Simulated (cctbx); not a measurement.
# Which space group?

Cell: a = 12.4900 Å, b = 24.7960 Å, c = 8.3810 Å, α = 90.00°, β = 90.00°, γ = 90.00°. Expected content of the cell: Pb16 Te48 Ge8.

The data are simulated with cctbx, not measured: Mo Kα, λ = 0.71073 Å, to d = 0.7 Å, 80 % of the full sphere, strongest reflection 20000 counts, noise from counting, a 4 % proportional error and a noise floor of 2 counts (s.d.); no absorption.

Tests on the unmerged data give:

```text
25350 reflections to d = 0.700 A
centring   violations  <I/sigma> of those
    A          0 of 12731     -0.0
    B          0 of 12661     -0.0
    C          0 of 12764     -0.0
    I       3123 of 12739      4.0
    R       3943 of 16906      3.8
    F          0 of 19078     -0.0
Laue class    unique    Rint  (classes that these axes allow; Friedel mates merged)
F m m m          1115   0.080
space group    extra absences  I>4sigma  <I/sigma>
F 2 2 2                 0          0         -  acentric
F m m 2                 0          0         -  acentric
F 2 m m                 0          0         -  acentric
F m 2 m                 0          0         -  acentric
F d d 2               181          0       0.1  acentric
F m m m                 0          0         -  centric
Wilson B = 1.35 A^2   <|E^2-1|> = 0.694 (0.968 centric, 0.736 acentric)   E^2>4: 0.6 %
shell (A)         n   <I/sigma>
12.40 - 1.40    156     25.5
 1.40 - 1.11    149     26.3
 1.11 - 0.97    140     22.2
 0.97 - 0.88    133     20.3
 0.88 - 0.82    141     19.1
 0.82 - 0.77    130     22.4
 0.77 - 0.73    136     18.8
 0.73 - 0.70    130     19.1
```

**Question.** What are the lattice type, the Laue class and the likely space group?

The reflections that A, B, C and F centring forbids are absent (⟨I/σ⟩ near 0), so the lattice is F. F holds A, B and C together.

Only F m m m fits these axes (Rint 0.080); a search for a hidden higher lattice was not made. It includes Bijvoet differences, since Friedel mates are merged.

6 settings pass the absence test. The most absences obeyed, 181, belong to F d d 2 alone.

⟨|E²−1|⟩ = 0.694 leans to a non-centrosymmetric structure. The Wilson B of 1.35 Å² means U ≈ 0.0171 Å².

The true group is Fdd2 (no. 43), Laue class mmm, non-centrosymmetric. The tables fix it.

The model was made for the exercise: a known structure type with other elements put in, its volume estimated, not relaxed; displacement parameters are assumed.

[Logs are printed without paths, hosts, clocks, repeated set-up lines and the standing remarks that a program may print on its own settings, such as how far it seeks lower states.]
